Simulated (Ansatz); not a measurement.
## Work function of Pd(110): what the settings cost and change

How thick a slab and how much vacuum does the work function of Pd(110) need?

Calculated with Ansatz 0.2.0; plane-wave DFT, PBE, Ansatz PAW.

**What experiment says.**

“Anisotropic work function of elemental crystals” (2019, arxiv:1902.07811) quotes from earlier work for Pd (clean (110) face, a compiled value): work function (clean (110) face, a compiled value) 5.07 eV.

### Step 1. The starting structure

The cell holds 1 atom: 1 Pd. Its edges and angles: a = 3.890 Å, b = 2.751 Å, c = 18.000 Å, α = 90.0°, β = 90.0°, γ = 90.0°. Vacuum lies along c.

### Step 2. Slab, setting 1 layer

A work function rests on the faint tail of the density, so the SCF threshold is tight. The slab grows from one layer, at fixed mesh and 18 Å of vacuum; then the vacuum is varied on one slab.

Input file input.yaml:

```yaml
crystal:
  lattice:
    - [3.89, 0.0, 0.0]
    - [0.0, 2.7506453788, 0.0]
    - [0.0, 0.0, 18.0]
  atoms:
    - { symbol: Pd, position: [0.5, 0.5, 0.5] }
kpoints:
  mp_grid: { grid: [11, 15, 1] }
hamiltonian:
  xc: pbe
scf:
  occupations: { method: fermi_dirac, width: 0.1 }
  convergence: { dr2_threshold: 1.0e-09 }
efield:
  axis: 3
  dipole_correction: true
  ramp_position: 0.97
  ramp_width: 0.06
output:
  write_potential: true
  write_density: true
  volumetric_format: npy
  elf: true
```

On the command line:

```
$ ansatz run input.yaml --threads 2 --pin off --max-ram 3072MiB --backend cpu --events-out ev --progress --plain --runs-dir out
```

Numbers of over 12 decimals in the logs are rounded to 6 here.

The program printed:

```text
Engine: ansatz 0.2.0, aarch64-unknown-linux-gnu
Pseudopotentials: kind: paw
Pseudopotential: Pd, paw, valence charge 18, recommended cutoff 420 eV (normal), Pd.paw.azcp
Functional definition: PBE
  parameter kappa = 0.804
  parameter beta = 0.066725
  exchange = pbe_x(kappa = kappa, mu = beta*pi^2/3)
  correlation = pbe_c(beta = beta)
Crystal: 1 atoms, lattice volume = 192.600 Å³
Basis set: ecut = 420 eV, 3777 PW (Γ)
Bands: 13, of which v1, the nominal top of the filled ones, is band 9 counted from 1 (8 counted from 0)
Symmetry: 4 space group operations
k-points: 48 of 165
Non-local potential: Pd, projectors of the file, l = 0: 2, l = 1: 2, l = 2: 2, l = 3: 1
PAW form: soft (Blöchl's): semilocal exchange-correlation on the pseudo side does not see the compensation charge
PAW one-centre angular grid: Pd, 590 points (default); XC on 64 Gauss nodes
Initial density: superposition of atomic densities (neutral atoms: chi_scale 0, normalization atom), corrected by the library's trained network
Initial wavefunctions: pseudopotential atomic-orbital guess
Functional: x = pbe(κ = 0.804, μ = 0.219515), c = pbe(β = 0.066725)
SCF iter   1: F=—  HF=-6970.477068 eV  |F-HF|=—  |Δ(HF+E_count)|=         —  Δρ=2.63e-3  dr2=5.68e-3  ethr=1.77e-3  p=0.000 e·Å  D=4.58e-16 V/Å  ΔV_dip=-0.00 eV  dr2_dipole=8.02e-14  V_vac-E_F(+/−)=5.24/5.24 eV  ⟨swp⟩=5.4  Hψ=3636  notcnv=0
efield: sawtooth ramp at fractional position 0.9700 (set: `efield.ramp_position`, or a place that a band, a saddle search or an elastic batch's reference lends), width 0.0600; the density the first Hamiltonian is built on has a dipole p = 0.000 e·Å; the dipole correction subtracts the counter field D = 4.58e-16 V/Å, which shifts the + side's vacuum level by -0.00 eV against the − side's; the planar-averaged density in the ramp window peaks in size at 3.7e-6 e/Å³
preconditioner: auto → LDOS  [metal: Δε(μ)=0.013 eV  Ē_g=6.132 eV  σ=0.100 eV  W_gap=0.03  n_scr=20 (ndim 8)  ℏωp=8.5 eV  f_vac=0.772  D(μ)=3.25/eV (n_scr^D=16)  β→1.0]
SCF iter   2: F=—  HF=-6970.476847 eV  |F-HF|=—  |Δ(HF+E_count)|=   2.21e-4  Δρ=1.36e-3  dr2=1.41e-3  ethr=3.15e-5  p=-0.000 e·Å  D=-2.05e-7 V/Å  ΔV_dip=0.00 eV  dr2_dipole=1.48e-13  V_vac-E_F(+/−)=5.28/5.28 eV  ⟨swp⟩=2.1  Hψ=1571  notcnv=0
SCF iter   3: F=—  HF=-6970.476770 eV  |F-HF|=—  |Δ(HF+E_count)|=   7.63e-5  Δρ=7.08e-4  dr2=4.68e-4  ethr=7.86e-6  p=-0.000 e·Å  D=-4.84e-8 V/Å  ΔV_dip=0.00 eV  dr2_dipole=1.12e-14  V_vac-E_F(+/−)=5.28/5.28 eV  ⟨swp⟩=2.6  Hψ=1152  notcnv=0
SCF iter   4: F=—  HF=-6970.476702 eV  |F-HF|=—  |Δ(HF+E_count)|=   6.87e-5  Δρ=1.85e-4  dr2=6.49e-5  ethr=2.60e-6  p=-0.000 e·Å  D=-2.20e-8 V/Å  ΔV_dip=0.00 eV  dr2_dipole=1.03e-14  V_vac-E_F(+/−)=5.28/5.28 eV  ⟨swp⟩=1.0  Hψ=624  notcnv=0
SCF iter   5: F=—  HF=-6970.476697 eV  |F-HF|=—  |Δ(HF+E_count)|=   5.11e-6  Δρ=3.96e-5  dr2=1.96e-6  ethr=3.60e-7  p=-0.000 e·Å  D=-2.52e-8 V/Å  ΔV_dip=0.00 eV  dr2_dipole=5.48e-15  V_vac-E_F(+/−)=5.29/5.29 eV  ⟨swp⟩=2.3  Hψ=879  notcnv=0
SCF iter   6: F=—  HF=-6970.476697 eV  |F-HF|=—  |Δ(HF+E_count)|=   4.97e-7  Δρ=1.84e-5  dr2=8.69e-7  ethr=1.09e-8  p=0.000 e·Å  D=1.83e-8 V/Å  ΔV_dip=-0.00 eV  dr2_dipole=4.94e-15  V_vac-E_F(+/−)=5.29/5.29 eV  ⟨swp⟩=2.8  Hψ=1155  notcnv=0
SCF iter   7: F=—  HF=-6970.476697 eV  |F-HF|=—  |Δ(HF+E_count)|=   6.46e-8  Δρ=2.65e-6  dr2=9.16e-9  ethr=4.83e-9  p=0.000 e·Å  D=1.08e-9 V/Å  ΔV_dip=-0.00 eV  dr2_dipole=4.96e-18  V_vac-E_F(+/−)=5.29/5.29 eV  ⟨swp⟩=2.3  Hψ=814  notcnv=0
SCF iter   8: F=-6970.476697 eV  HF=-6970.476697 eV  |F-HF|=7.44e-10  |Δ(HF+E_count)|=   3.49e-8  Δρ=6.78e-7  dr2=6.99e-10  ethr=5.56e-12  p=0.000 e·Å  D=1.94e-9 V/Å  ΔV_dip=-0.00 eV  dr2_dipole=2.18e-16  V_vac-E_F(+/−)=5.29/5.29 eV  ⟨swp⟩=5.5  Hψ=2170  notcnv=0
SCF 1 converged in 8 iterations: F = -6970.476697 eV  dr2 = 6.99e-10
  greatest PAW one-centre occupation: 1.000 electrons in one spin orbital (limit 2), on the Pd atom at site 0 (counted from 0), in its partial waves of l = 0
WARN: The output density's exchange-correlation potential varies sharply where the density is thin. Do not read a vacuum level from v_tot or v_xc, or from such a field of the output density. On a cell that repeats whose density bears no net charge and no dipole along the vacuum's axis use v_es (v_loc + v_h of the components); under efield.dipole_correction with no amplitude use v_es + v_field, which holds any externa [...]
SCF converged after 8 iterations
Free energy (F): -6970.476697 eV
Harris-Foulkes:  -6970.476697 eV  (|F-HF|=7.44e-10)
Internal energy: -6970.371990 eV  (E = F + TS)
E sigma→0 (E₀):  -6970.424344 eV
Entropy (-TS):   -0.104707 eV (-104.707 meV/atom)
Fermi energy:    -3.343843 eV
Dipole field:    D = -0.000000 V/Å  (p = -0.000000 e·Å, saw-weighted, corrected)
Work function:   Φ+ = 5.2921 eV   Φ− = 5.2921 eV
Levels:          The Fermi level and band energies are counted from a zero that moves with the ramp; work functions are not
--- Per-component energies (eV) ---
  E_band       = -525.573002
  E_kinetic    = 513.651685
  E_local      = -9621.215266  (includes V_loc(G=0)·N_el)
  E_nonlocal   = 220.770081
  E_hartree    = 4450.231171
  E_xc         = -164.840666
  E_vxc        = -206.144834  (∫ρ·V_xc dr)
  E_paw        = -3752.710221  (= ΣΔE_a)
  E_vpaw       = -333.096134  (= ΣTr[D̂ρ^β])
  E_aug_tail   = 0.000210  (compensation charges beyond the density's cutoff)
  E_efield     = 0.000000  (sawtooth field / dipole correction)
  E_vefield    = 0.000000  (∫n·V_field dr)
  E_ewald      = 1383.741016
  E_smearing   = -0.104707  (= −TS)
  E_closure    = -0.000000  (closes the sum)
  Σ components = -6970.476697   (vs F -6970.476697, Δ=0.00e0)
--- Band table (eV; the first three rows and the last of 48) ---
  k-point 0: bands = [... 5 lower, -4.7301, -4.0177, -4.0040, -3.3372, -3.3334, -0.4772, 1.7035, 2.3948]
  k-point 1: bands = [... 5 lower, -4.6933, -4.0051, -3.9679, -3.4510, -3.4265, -0.3326, 1.7900, 2.4900]
  k-point 2: bands = [... 5 lower, -4.5893, -3.9696, -3.8526, -3.7448, -3.6658, 0.0568, 2.0496, 2.7729]
  k-point 47: bands = [... 5 lower, -5.0611, -3.8895, -3.7037, -3.1380, 1.5586, 3.4780, 4.6250, 5.8749]
```

Wall time 20 s (2 threads of Arm Neoverse N1, shared host); peak memory 0.48 GiB.

The column dr2 measures how far the density is from self-consistency, as an energy; F and HF (Harris–Foulkes) agree once it is small.

This step gave:

```
energy at zero smearing   : -6970.4243 eV
work function, upper face : 5.292 eV
```

Running mean over 1.375 Å of the planar mean; the ramp of the sawtooth is left out. Table of electron's electrostatic potential energy less the Fermi level by z:

```tsv
z (Å)	electron's electrostatic potential energy less the Fermi level (eV)
3.0	5.29
3.5	5.29
4.0	5.29
4.5	5.29
5.0	5.29
5.5	5.29
6.0	5.27
6.5	5.22
7.0	5.02
7.5	4.24
8.0	1.34
8.5	-3.38
9.0	-5.84
9.5	-3.38
10.0	1.34
10.5	4.24
11.0	5.02
11.5	5.22
12.0	5.27
12.5	5.29
13.0	5.29
13.5	5.29
14.0	5.29
14.5	5.29
15.0	5.29
```

ELF in the ca plane at fractional y = 0.500, with atoms of Pd within 0.2 Å of it. It is the smooth field of the valence electrons, not physical close to the nuclei.

Ten even steps from '0' (0.00) to '9' (0.53), each cell a mean:
```
00000000000000000001112111000000000000000000
00000000000000000012233321100000000000000000
00000000000000000123588742100000000000000000
00000000000000000124898963110000000000000000
00000000000000000124975973110000000000000000
00000000000000000123799952110000000000000000
00000000000000000112456432100000000000000000
00000000000000000011222211000000000000000000
00000000000000000001111110000000000000000000
```
Columns run along c (18.0 Å), rows up along a (3.9 Å). Atoms in or near the plane, at fractional coordinates: Pd at (0.50, 0.50).

Electrostatic potential energy in the ca plane at fractional y = 0.500, with atoms of Pd within 0.2 Å of it. With pseudopotentials it is smooth inside the atoms' cores, unlike the true potential.

Ten even steps from '0' (-25 eV) to '9' (2 eV), each cell a mean:
```
99999999999999999999999999999999999999999999
99999999999999999999877899999999999999999999
99999999999999999998511379999999999999999999
99999999999999999997100048999999999999999999
99999999999999999997000038999999999999999999
99999999999999999998200069999999999999999999
99999999999999999999744689999999999999999999
99999999999999999999988999999999999999999999
99999999999999999999999999999999999999999999
```
Columns run along c (18.0 Å; values clipped at the 3rd and 97th percentile), rows up along a (3.9 Å). Atoms in or near the plane, at fractional coordinates: Pd at (0.50, 0.50).

Valence density in the ca plane at fractional y = 0.500, with atoms of Pd within 0.2 Å of it. It is the smooth field of the valence electrons, not physical close to the nuclei.

Values in units of 1e0 e/Å³, 5 rows by 16 columns, each cell a mean:
```
0.0 0.0 0.0 0.0 0.0 0.0 0.0 0.1 0.1 0.0 0.0 0.0 0.0 0.0 0.0 0.0
0.0 0.0 0.0 0.0 0.0 0.0 0.0 1.8 2.6 0.1 0.0 0.0 0.0 0.0 0.0 0.0
0.0 0.0 0.0 0.0 0.0 0.0 0.0 5.1 7.3 0.1 0.0 0.0 0.0 0.0 0.0 0.0
0.0 0.0 0.0 0.0 0.0 0.0 0.0 0.8 1.2 0.0 0.0 0.0 0.0 0.0 0.0 0.0
0.0 0.0 0.0 0.0 0.0 0.0 0.0 0.0 0.1 0.0 0.0 0.0 0.0 0.0 0.0 0.0
```
Columns run along c (18.0 Å), rows up along a (3.9 Å). Atoms in or near the plane, at fractional coordinates: Pd at (0.50, 0.50).

The work function is 5.292 eV.

### Step 3. Slab, 2 atoms

System of this step: Pd(110). The cell holds 2 atoms: 2 Pd. Its edges and angles: a = 3.890 Å, b = 2.751 Å, c = 19.375 Å, α = 90.0°, β = 90.0°, γ = 90.0°. Vacuum lies along c.

input.yaml, the sections that differ from step 2:

```yaml
crystal:
  lattice:
    - [3.89, 0.0, 0.0]
    - [0.0, 2.7506453788, 0.0]
    - [0.0, 0.0, 19.3753226894]
  atoms:
    - { symbol: Pd, position: [0.5, 0.5, 0.4645083927] }
    - { symbol: Pd, position: [0.0, 0.0, 0.5354916073] }
output:
  write_potential: true
  write_density: true
  volumetric_format: npy
# kpoints, hamiltonian, scf, efield: as in step 2
```

The program printed:

```text
[...]
Crystal: 2 atoms, lattice volume = 207.316 Å³
Basis set: ecut = 420 eV, 4073 PW (Γ)
Bands: 22, of which v1, the nominal top of the filled ones, is band 18 counted from 1 (17 counted from 0)
Symmetry: 4 space group operations
k-points: 48 of 165
[...]
k-point 0: bands = [... 14 lower, -2.2622, -2.2586, -2.1105, -1.6989, -1.3102, -0.5792, 2.5640, 3.6739]
  k-point 1: bands = [... 14 lower, -2.3520, -2.2053, -2.1256, -1.6670, -1.3853, -0.4284, 2.6621, 3.7634]
  k-point 2: bands = [... 14 lower, -2.5350, -2.3915, -1.9102, -1.6271, -1.5577, -0.0422, 2.9473, 4.0288]
  k-point 47: bands = [... 14 lower, -2.4350, -2.3896, -1.3623, -1.3227, 2.3696, 2.7924, 6.0635, 6.4584]
[key lines of the parts left out:]
SCF converged after 8 iterations
Free energy (F): -13943.688050 eV
Fermi energy:    -1.445947 eV
Dipole field:    D = 0.000004 V/Å  (p = 0.000004 e·Å, saw-weighted, corrected)
Work function:   Φ+ = 4.9557 eV   Φ− = 4.9558 eV
```

Elapsed: 26 s, on 2 threads; peak memory 0.5 GiB; 44 s of CPU time.

The work function is 4.956 eV, -0.336 eV from the run “1 layer”, at 1.3 times its CPU time.

### Step 4. Run, 3 atoms

System of this step: Pd(110). The cell holds 3 atoms: 3 Pd. Its edges and angles: a = 3.890 Å, b = 2.751 Å, c = 20.751 Å, α = 90.0°, β = 90.0°, γ = 90.0°. Vacuum lies along c.

input.yaml, the sections that differ from step 3:

```yaml
crystal:
  lattice:
    - [3.89, 0.0, 0.0]
    - [0.0, 2.7506453788, 0.0]
    - [0.0, 0.0, 20.7506453788]
  atoms:
    - { symbol: Pd, position: [0.0, 0.0, 0.4337214499] }
    - { symbol: Pd, position: [0.5, 0.5, 0.5] }
    - { symbol: Pd, position: [0.0, 0.0, 0.5662785501] }
# kpoints, hamiltonian, scf, efield, output: as in step 3
```

The program printed:

```text
[...]
Crystal: 3 atoms, lattice volume = 222.032 Å³
Basis set: ecut = 420 eV, 4357 PW (Γ)
Bands: 33, of which v1, the nominal top of the filled ones, is band 27 counted from 1 (26 counted from 0)
Symmetry: 4 space group operations
k-points: 48 of 165
[...]
k-point 1: bands = [... 23 lower, -0.7631, -0.5998, -0.2049, -0.1768, 0.1073, 0.2394, 2.5233, 4.7251, ... 2 higher]
  k-point 2: bands = [... 23 lower, -0.9043, -0.4625, -0.3188, 0.0210, 0.0212, 0.3036, 2.8506, 4.9829, ... 2 higher]
  k-point 47: bands = [... 23 lower, -0.4917, 0.1520, 0.1851, 0.2143, 2.9931, 3.6151, 6.4057, 7.6277, ... 2 higher]
[key lines of the parts left out:]
SCF converged after 11 iterations
Free energy (F): -20916.497084 eV
Fermi energy:    0.142069 eV
Dipole field:    D = 0.000000 V/Å  (p = 0.000000 e·Å, saw-weighted, corrected)
Work function:   Φ+ = 4.7460 eV   Φ− = 4.7460 eV
```

Run time: 44 s. Hardware: 2 threads; peak memory 0.62 GiB.

The work function is 4.746 eV, -0.210 eV from the run “2 layers”, at 1.7 times its CPU time.

### Step 5. Run, 4 atoms

System of this step: Pd(110). The cell holds 4 atoms: 4 Pd. Its edges and angles: a = 3.890 Å, b = 2.751 Å, c = 22.126 Å, α = 90.0°, β = 90.0°, γ = 90.0°. Vacuum lies along c.

input.yaml, the sections that differ from step 4:

```yaml
crystal:
  lattice:
    - [3.89, 0.0, 0.0]
    - [0.0, 2.7506453788, 0.0]
    - [0.0, 0.0, 22.1259680682]
  atoms:
    - { symbol: Pd, position: [0.5, 0.5, 0.4067618634] }
    - { symbol: Pd, position: [0.0, 0.0, 0.4689206211] }
    - { symbol: Pd, position: [0.5, 0.5, 0.5310793789] }
    - { symbol: Pd, position: [0.0, 0.0, 0.5932381366] }
# kpoints, hamiltonian, scf, efield, output: as in step 4
```

The program printed:

```text
[...]
Crystal: 4 atoms, lattice volume = 236.748 Å³
Basis set: ecut = 420 eV, 4661 PW (Γ)
Bands: 44, of which v1, the nominal top of the filled ones, is band 36 counted from 1 (35 counted from 0)
Symmetry: 4 space group operations
k-points: 48 of 165
[...]
k-point 0: bands = [... 32 lower, 0.5719, 0.8610, 0.8686, 0.9186, 1.0878, 1.4602, 2.3648, 4.8529, ... 4 higher]
  k-point 1: bands = [... 32 lower, 0.4337, 0.6356, 0.9520, 1.0202, 1.1436, 1.3432, 2.4679, 4.9516, ... 4 higher]
  k-point 2: bands = [... 32 lower, 0.3388, 0.4593, 0.8563, 1.0759, 1.1315, 1.3293, 2.7606, 5.2357, ... 4 higher]
  k-point 47: bands = [... 32 lower, 1.1832, 1.2577, 1.3107, 1.3119, 3.7246, 4.1459, 6.8305, 7.3427, ... 4 higher]
[key lines of the parts left out:]
SCF converged after 11 iterations
Free energy (F): -27889.332005 eV
Fermi energy:    1.242548 eV
Dipole field:    D = 0.000003 V/Å  (p = 0.000003 e·Å, saw-weighted, corrected)
Work function:   Φ+ = 4.9136 eV   Φ− = 4.9136 eV
```

Wall time 66 s (2 threads); peak memory 0.74 GiB.

The work function is 4.914 eV, +0.168 eV from the run “3 layers”, at 1.5 times its CPU time.

### Step 6. Run, 5 atoms

System of this step: Pd(110). The cell holds 5 atoms: 5 Pd. Cell: a = 3.890 Å, b = 2.751 Å, c = 23.501 Å, α = 90.0°, β = 90.0°, γ = 90.0°. Vacuum lies along c.

input.yaml, the sections that differ from step 5:

```yaml
crystal:
  lattice:
    - [3.89, 0.0, 0.0]
    - [0.0, 2.7506453788, 0.0]
    - [0.0, 0.0, 23.5012907576]
  atoms:
    - { symbol: Pd, position: [0.0, 0.0, 0.3829576891] }
    - { symbol: Pd, position: [0.5, 0.5, 0.4414788446] }
    - { symbol: Pd, position: [0.0, 0.0, 0.5] }
    - { symbol: Pd, position: [0.5, 0.5, 0.5585211554] }
    - { symbol: Pd, position: [0.0, 0.0, 0.6170423109] }
# kpoints, hamiltonian, scf, efield, output: as in step 5
```

The program printed:

```text
[...]
Crystal: 5 atoms, lattice volume = 251.464 Å³
Basis set: ecut = 420 eV, 4931 PW (Γ)
Bands: 54, of which v1, the nominal top of the filled ones, is band 45 counted from 1 (44 counted from 0)
Symmetry: 4 space group operations
k-points: 48 of 165
[...]
k-point 0: bands = [... 41 lower, 1.7911, 1.8364, 2.1855, 2.3102, 2.3325, 2.6947, 2.7655, 4.7395, ... 5 higher]
  k-point 1: bands = [... 41 lower, 1.7983, 1.8370, 2.0012, 2.2504, 2.4992, 2.5622, 2.8419, 4.8372, ... 5 higher]
  k-point 2: bands = [... 41 lower, 1.7789, 1.8503, 1.8538, 2.1481, 2.3661, 2.6449, 3.0476, 5.1201, ... 5 higher]
  k-point 47: bands = [... 41 lower, 2.4320, 2.4419, 2.5353, 2.5658, 4.5770, 5.0642, 7.0835, 7.8261, ... 5 higher]
[key lines of the parts left out:]
SCF converged after 12 iterations
Free energy (F): -34862.248553 eV
Fermi energy:    2.468423 eV
Dipole field:    D = -0.000000 V/Å  (p = -0.000000 e·Å, saw-weighted, corrected)
Work function:   Φ+ = 4.7190 eV   Φ− = 4.7190 eV
```

Wall time 93 s (2 threads); peak memory 0.87 GiB; 2.6 min of CPU time.

The work function is 4.719 eV, -0.195 eV from the run “4 layers”, at 1.4 times its CPU time.

### Step 7. Run, 6 atoms

System of this step: Pd(110). The cell holds 6 atoms: 6 Pd. Cell: a = 3.890 Å, b = 2.751 Å, c = 24.877 Å, α = 90.0°, β = 90.0°, γ = 90.0°. Vacuum lies along c.

input.yaml, the sections that differ from step 6:

```yaml
crystal:
  lattice:
    - [3.89, 0.0, 0.0]
    - [0.0, 2.7506453788, 0.0]
    - [0.0, 0.0, 24.876613447]
  atoms:
    - { symbol: Pd, position: [0.5, 0.5, 0.361785579] }
    - { symbol: Pd, position: [0.0, 0.0, 0.4170713474] }
    - { symbol: Pd, position: [0.5, 0.5, 0.4723571158] }
    - { symbol: Pd, position: [0.0, 0.0, 0.5276428842] }
    - { symbol: Pd, position: [0.5, 0.5, 0.5829286526] }
    - { symbol: Pd, position: [0.0, 0.0, 0.638214421] }
# kpoints, hamiltonian, scf, efield, output: as in step 6
```

The program printed:

```text
[...]
Crystal: 6 atoms, lattice volume = 266.180 Å³
Basis set: ecut = 420 eV, 5211 PW (Γ)
Bands: 65, of which v1, the nominal top of the filled ones, is band 54 counted from 1 (53 counted from 0)
Symmetry: 4 space group operations
k-points: 48 of 165
[...]
k-point 0: bands = [... 50 lower, 2.7637, 2.8643, 3.1875, 3.2356, 3.2736, 3.3613, 3.6161, 4.6972, ... 7 higher]
  k-point 1: bands = [... 50 lower, 2.8504, 2.8768, 3.0208, 3.1373, 3.3489, 3.4736, 3.4984, 4.7823, ... 7 higher]
  k-point 2: bands = [... 50 lower, 2.8462, 2.9074, 2.9204, 2.9416, 3.3332, 3.4776, 3.6055, 5.0298, ... 7 higher]
  k-point 47: bands = [... 50 lower, 3.3537, 3.3631, 3.4746, 3.4903, 5.2881, 5.7207, 7.4969, 7.9281, ... 7 higher]
[key lines of the parts left out:]
SCF converged after 12 iterations
Free energy (F): -41835.089227 eV
Fermi energy:    3.381493 eV
Dipole field:    D = -0.000003 V/Å  (p = -0.000004 e·Å, saw-weighted, corrected)
Work function:   Φ+ = 4.8033 eV   Φ− = 4.8033 eV
```

Wall time 2.1 min (2 threads); peak memory 1 GiB.

The work function is 4.803 eV, +0.084 eV from the run “5 layers”, at 1.4 times its CPU time.

(Continued in part 2 of 2.)

[Logs are printed without paths, hosts, clocks, repeated set-up lines and the standing remarks that a program may print on its own settings, such as how far it seeks lower states.]

[Hosts, paths, dates, database ids (printed as entryN), source tags and the programs' standing remarks are cut or masked in the printed files.]

[Maps of the electrostatic potential energy from Ansatz leave out the sawtooth potential of an applied field or a dipole correction, so their vacuum need not be flat; planar profiles and work functions include it.]
